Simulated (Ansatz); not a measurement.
# Na3PaF8 (I4/mmm): phonons and vibrational spectra

Wanted: phonon frequencies of Na3PaF8 (I4/mmm) and what follows from them.

Main program and level: Ansatz 0.2.0; DFT PBEsol, scalar-relativistic, plane waves, PAW.

Report form: the programs' logs are mostly left out.

## 1. The structure

It takes space group I4/mmm (No. 139, tetragonal). Conventional cell: a = 5.493 Å, b = 5.493 Å, c = 10.970 Å, α = 90.00°, β = 90.00°, γ = 90.00°. Nearest to Na lie 8 F at 2.46 Å. Nearest to Na lie 8 F at 2.39 Å. Pa has 8 F at 2.21 Å nearest. Nearest to F lie 1 Pa at 2.21 Å and 3 Na at 2.39 to 2.46 Å. Farther neighbours and most contacts between anions are not listed.

## 2. Bringing the structure to rest

The volume is held at the value of the starting cell, while the atoms and the shape relax as far as symmetry allows.

File input.yaml:

```yaml
crystal:
  lattice:
    - [-2.7465, 2.7465, 5.485]
    - [2.7465, -2.7465, 5.485]
    - [2.7465, 2.7465, -5.485]
  atoms:
    - { symbol: Na, position: [0.75, 0.25, 0.5] }
    - { symbol: Na, position: [0.25, 0.75, 0.5] }
    - { symbol: Na, position: [0.5, 0.5, 0.0] }
    - { symbol: Pa, position: [0.0, 0.0, 0.0] }
    - { symbol: F, position: [0.3489, 0.3489, 0.4726] }
    - { symbol: F, position: [0.3489, 0.8763, 0.0] }
    - { symbol: F, position: [0.8763, 0.8763, 0.5274] }
    - { symbol: F, position: [0.8763, 0.3489, 0.0] }
    - { symbol: F, position: [0.6511, 0.1237, 0.0] }
    - { symbol: F, position: [0.6511, 0.6511, 0.5274] }
    - { symbol: F, position: [0.1237, 0.6511, 0.0] }
    - { symbol: F, position: [0.1237, 0.1237, 0.4726] }
kpoints:
  mp_grid: { grid: [6, 6, 6] }
hamiltonian:
  xc: pbesol
scf:
  occupations: { method: gaussian, width: 0.02 }
output:
  forces: true
  stress: true
  eigenvalues: true
relax:
  adjacent_minimum: "off"
  f_tol: 0.005
  max_steps: 80
  cell: { stress_tol: 0.05, fix: [volume] }
```

On the command line:

```sh
ansatz run input.yaml --threads 16 --pin off --max-ram 61440MiB --backend cuda --events-out ev --progress --plain --runs-dir out
```

It took 5.8 s on 1 × NVIDIA GB200 with 16 threads of Arm Neoverse V2, shared host; peak memory 1.2 GiB; 12 s of CPU time.

The steps of the relaxation:

```
step  energy less that of the first step (eV)  largest force component (eV/Å)  pressure (GPa)  volume (Å³)
   1                                   0.0000                          0.2628           -1.54       165.50
   2                                  -0.0635                          0.0747           -0.71       165.50
   3                                  -0.0856                          0.0293           -1.17       165.50
   4                                  -0.0892                          0.0104           -0.97       165.50
   5                                  -0.0894                          0.0019           -0.98       165.50
   6                                  -0.0896                          0.0019           -0.97       165.50
```

The log counts 1 steps on a newly chosen plane-wave basis, not all of them marked here; energy and pressure can jump at such steps.

Forces are held to the 16 operations that the run works with; a distortion that breaks them can't arise in this run.

```
conventional cell, symmetrised  before   after  change
                         a (Å)   5.493   5.496  +0.1 %
                         b (Å)   5.493   5.496  +0.1 %
                         c (Å)  10.970  10.957  -0.1 %
              volume (Å³/atom)   13.79   13.79  +0.0 %
```

The atoms that moved most (Å, as changes of fractional coordinates times the final cell):

```
atom      dx      dy      dz  length
  F5  -0.026  -0.026   0.040   0.055
 F12  -0.026  -0.026  -0.040   0.055
  F9  -0.026   0.026  -0.040   0.055
 F11   0.026  -0.026  -0.040   0.055
 F10   0.026   0.026  -0.040   0.055
  F8  -0.026   0.026   0.040   0.055
  F6   0.026  -0.026   0.040   0.055
  F7   0.026   0.026   0.040   0.055
```

This step gave:

| Property | Result |
| --- | --- |
| pressure | -0.9743 GPa |
| gap on the k-mesh | 4.428 eV |
| volume per atom | 13.79 Å³ |
| direct gap on mesh | 4.458 eV |

In this step the volume went from 13.79 to 13.79 Å³/atom.

## 3. Tight relaxation

At the same fixed volume the relaxation is repeated with tight tolerances, on the k mesh and occupations of the phonon run that follows.

File input.yaml:

```yaml
crystal:
  lattice:
    - [-2.7481481348, 2.7481481348, 5.4784229829]
    - [2.7481481348, -2.7481481348, 5.4784229829]
    - [2.7481481348, 2.7481481348, -5.4784229829]
  atoms:
    - { symbol: Na, position: [0.75, 0.25, 0.5] }
    - { symbol: Na, position: [0.25, 0.75, 0.5] }
    - { symbol: Na, position: [0.5, 0.5, 0.0] }
    - { symbol: Pa, position: [0.0, 0.0, 0.0] }
    - { symbol: F, position: [0.3477806576, 0.3477806576, 0.4630590702] }
    - { symbol: F, position: [0.3477806576, 0.8847215875, 0.0] }
    - { symbol: F, position: [0.8847215875, 0.8847215875, 0.5369409298] }
    - { symbol: F, position: [0.8847215875, 0.3477806576, 0.0] }
    - { symbol: F, position: [0.6522193424, 0.1152784125, 0.0] }
    - { symbol: F, position: [0.6522193424, 0.6522193424, 0.5369409298] }
    - { symbol: F, position: [0.1152784125, 0.6522193424, 0.0] }
    - { symbol: F, position: [0.1152784125, 0.1152784125, 0.4630590702] }
kpoints:
  mp_grid: { grid: [8, 8, 8] }
hamiltonian:
  xc: pbesol
scf:
  occupations: { method: fixed }
output:
  forces: true
  stress: true
  eigenvalues: true
relax:
  adjacent_minimum: "off"
  f_tol: 0.001
  max_steps: 60
  cell: { stress_tol: 0.01, fix: [volume] }
```

It took 4.4 s on 1 × NVIDIA GB200 with 16 threads; peak memory 1.1 GiB.

Little changed from the start: no atom moved by 0.005 Å and no cell edge by 0.1 %.

Numbers from this step:

```
pressure           : -0.9623 GPa
gap on the k-mesh  : 4.430 eV
direct gap on mesh : 4.460 eV
```

The largest force component left is 0.19 meV/Å. The volume is held at 13.79 Å³/atom, so a pressure of -0.96 GPa remains at this level.

## 4. Modes at Γ

The zone centre comes first: it holds the modes that light can see, as far as symmetry allows. The response to a homogeneous field gives the Born charges and the dielectric tensor.

File input.yaml:

```yaml
crystal:
  lattice:
    - [-2.7483564861, 2.7483564861, 5.4775923823]
    - [2.7483564861, -2.7483564861, 5.4775923823]
    - [2.7483564861, 2.7483564861, -5.4775923823]
  atoms:
    - { symbol: Na, position: [0.75, 0.25, 0.5] }
    - { symbol: Na, position: [0.25, 0.75, 0.5] }
    - { symbol: Na, position: [0.5, 0.5, 0.0] }
    - { symbol: Pa, position: [0.0, 0.0, 0.0] }
    - { symbol: F, position: [0.3477599969, 0.3477599969, 0.4630252162] }
    - { symbol: F, position: [0.3477599969, 0.8847347807, 0.0] }
    - { symbol: F, position: [0.8847347807, 0.8847347807, 0.5369747838] }
    - { symbol: F, position: [0.8847347807, 0.3477599969, 0.0] }
    - { symbol: F, position: [0.6522400031, 0.1152652193, 0.0] }
    - { symbol: F, position: [0.6522400031, 0.6522400031, 0.5369747838] }
    - { symbol: F, position: [0.1152652193, 0.6522400031, 0.0] }
    - { symbol: F, position: [0.1152652193, 0.1152652193, 0.4630252162] }
kpoints:
  mp_grid: { grid: [8, 8, 8] }
hamiltonian:
  xc: pbesol
scf:
  occupations: { method: fixed }
output:
  eigenvalues: true
phonons:
  method: dfpt
  dielectric: true
  rigid_motions: translations
```

The job ended after 35 s (1 × NVIDIA GB200 with 16 threads; peak memory 7.8 GiB).

This step gave:

| Quantity | Value |
| --- | --- |
| sum-rule residual before enforcement | 1.98e-4 eV/Å² |
| miss of the charge sum rule | 3.12e-5 e |
| point group | 4/mmm |
| highest optical mode at the zone centre (no LO-TO term) | 527.3 cm⁻¹ |
| lowest optical zone-centre mode | 33.95 cm⁻¹ |
| mean high-frequency dielectric constant | 2.248 |
| largest Born charge (third of the trace) | 5.116 e |
| mean static dielectric constant | 7.266 |
| top of the zone-centre spectrum with the field | 527.3 cm⁻¹ |

Without the LO-TO term. Patterns of degenerate modes are one choice out of their space. The 30 lowest of 36 modes. The modes at Γ (shares of kinetic energy by element, %):

```
mode  frequency (cm⁻¹)  symmetry  Na %  Pa %  F %
   1               0.0  acoustic    15    51   34
   2               0.0  acoustic    15    51   34
   3               0.0  acoustic    15    51   34
   4              34.0       B1u     0     0  100
   5              46.7       A1u     0     0  100
   6              71.2       A2g     0     0  100
   7             100.5        Eg     3     0   97
   8             100.5        Eg     3     0   97
   9             127.0       A2u    88    12    0
  10             139.3        Eu    90    10    1
  11             139.3        Eu    90    10    1
  12             153.7        Eg    90     0   10
  13             153.7        Eg    90     0   10
  14             154.3       B1g   100     0    0
  15             160.1        Eu    90     2    8
  16             160.1        Eu    90     2    8
  17             172.5       A2u    85     0   15
  18             200.8       B2g     0     0  100
  19             225.8        Eu     4    23   73
  20             225.8        Eu     4    23   73
  21             234.8        Eg     5     0   95
  22             234.8        Eg     5     0   95
  23             240.5       A2u     9    24   67
  24             283.3       B1u     0     0  100
  25             284.2        Eu     0     1   99
  26             284.2        Eu     0     1   99
  27             307.9       B2u     0     0  100
  28             323.9       B1g     0     0  100
  29             326.9       A1g     0     0  100
  30             353.5       B2g     0     0  100
```

Displacements in mode 4 (34.0 cm⁻¹), the largest set to 1:
```
Na1  0.00  0.00  0.00
Na2  0.00  0.00  0.00
Na3  0.00  0.00  0.00
Pa4  0.00  0.00  0.00
F5  -0.49 -0.49  1.00
F6  -0.49  0.49 -1.00
F7   0.49  0.49  1.00
F8   0.49 -0.49 -1.00
F9  -0.49  0.49 -1.00
F10 -0.49 -0.49  1.00
F11  0.49 -0.49 -1.00
F12  0.49  0.49  1.00
```

Displacements in mode 22 (234.8 cm⁻¹), the largest set to 1:
```
Na1 -0.56  0.03  0.00
Na2  0.56 -0.03  0.00
Na3  0.00  0.00  0.00
Pa4  0.00  0.00  0.00
F5   0.48 -0.94  0.87
F6   0.59  1.00 -0.77
F7   0.48 -0.94 -0.87
F8   0.59  1.00  0.77
F9  -0.59 -1.00  0.77
F10 -0.48  0.94 -0.87
F11 -0.59 -1.00 -0.77
F12 -0.48  0.94  0.87
```

Optical modes at the zone centre, without and with the macroscopic field of the longitudinal modes; each column is sorted by frequency, so a row need not hold one and the same mode. Modes with and without the field, by row:

```
rank among optical modes  no field (cm⁻¹)  q along (1, 0, 0) (cm⁻¹)  q along (0, 0, 1) (cm⁻¹)
                       1               34                        34                        34
                       2             46.6                      46.6                      46.6
                       3             71.2                      71.2                      71.2
                       4            100.5                     100.5                     100.5
                       5            100.5                     100.5                     100.5
                       6              127                       127                     128.3
                       7            139.3                     139.3                     139.3
                       8            139.3                     141.4                     139.3
                       9            153.7                     153.7                     153.7
                      10            153.7                     153.7                     153.7
                      11            154.3                     154.3                     154.3
                      12            160.1                     160.1                     160.1
                      13            160.1                     172.5                     160.1
                      14            172.5                     188.8                     200.8
                      15            200.8                     200.8                     217.2
                      16            225.8                     225.8                     225.8
                      17            225.8                     234.8                     225.8
                      18            234.8                     234.8                     234.8
                      19            234.8                     240.5                     234.8
                      20            240.5                     261.3                     283.3
                      21            283.3                     283.3                     284.1
                      22            284.1                     284.1                     284.1
                      23            284.1                     291.4                     284.6
                      24            307.9                     307.9                     307.9
                      25            323.9                     323.9                     323.9
                      26            326.9                     326.9                     326.9
                      27            353.5                     353.5                     353.5
                      28            379.2                     379.2                     379.2
                      29            379.2                     379.2                     379.2
                      30            386.2                     386.2                     386.2
                      31            386.2                     418.4                     386.2
                      32            418.4                     488.6                     500.1
                      33            527.3                     527.3                     527.3
```

Born charge (rows field, columns displacement) (e), principal values of the symmetric part by kind of site:

```
atom  atoms with these values    low  middle   high   mean
 Na1                        2   1.05    1.05   1.36   1.15
 Na3                        1   0.75    1.33   1.33   1.14
 Pa4                        1   4.91    5.22   5.22   5.12
  F5                        8  -1.86   -0.69  -0.65  -1.07
```

In full for Pa4:

```
5.22 0.00 0.00
0.00 5.22 0.00
0.00 0.00 4.91
```

High-frequency dielectric tensor:

```
2.26 0.00 0.00
0.00 2.26 0.00
0.00 0.00 2.22
```

Static dielectric tensor (ions relaxed, fixed cell):

```
7.30 0.00 0.00
0.00 7.30 0.00
0.00 0.00 7.20
```

Transverse modes. Infrared lines, with heights relative to the strongest:

```
position (cm⁻¹)  lines merged  relative intensity
             34             1                 0.0
             47             1                 0.0
             71             1                 0.0
            100             1                 0.0
            127             1                 1.3
            139             1                 6.9
            154             2                 0.0
            160             1                  45
            172             1                  37
            201             1                 0.0
            226             1                  35
            235             1                 0.0
            240             1                  11
            283             1                 0.0
            284             1                 5.2
            308             1                 0.0
            324             1                 0.0
            327             1                 0.0
            354             1                 0.0
            379             1                 0.0
            386             1                 100
            418             1                  41
            527             1                 0.0
```

Before it was imposed, the acoustic sum rule was missed by 2.0e-4 eV/Å² and the charge sum rule by 3.1e-5 e. Small misses are needed for a sound result but don't prove that mesh and cutoff are converged. The lowest optical mode is real, 34.0 cm⁻¹.

[end of part 1 of 2]

[Logs are printed without paths, hosts, clocks, repeated set-up lines and the standing remarks that a program may print on its own settings, such as how far it seeks lower states.]

[Hosts, paths, dates, database ids (printed as entryN), source tags and the programs' standing remarks are cut or masked in the printed files.]
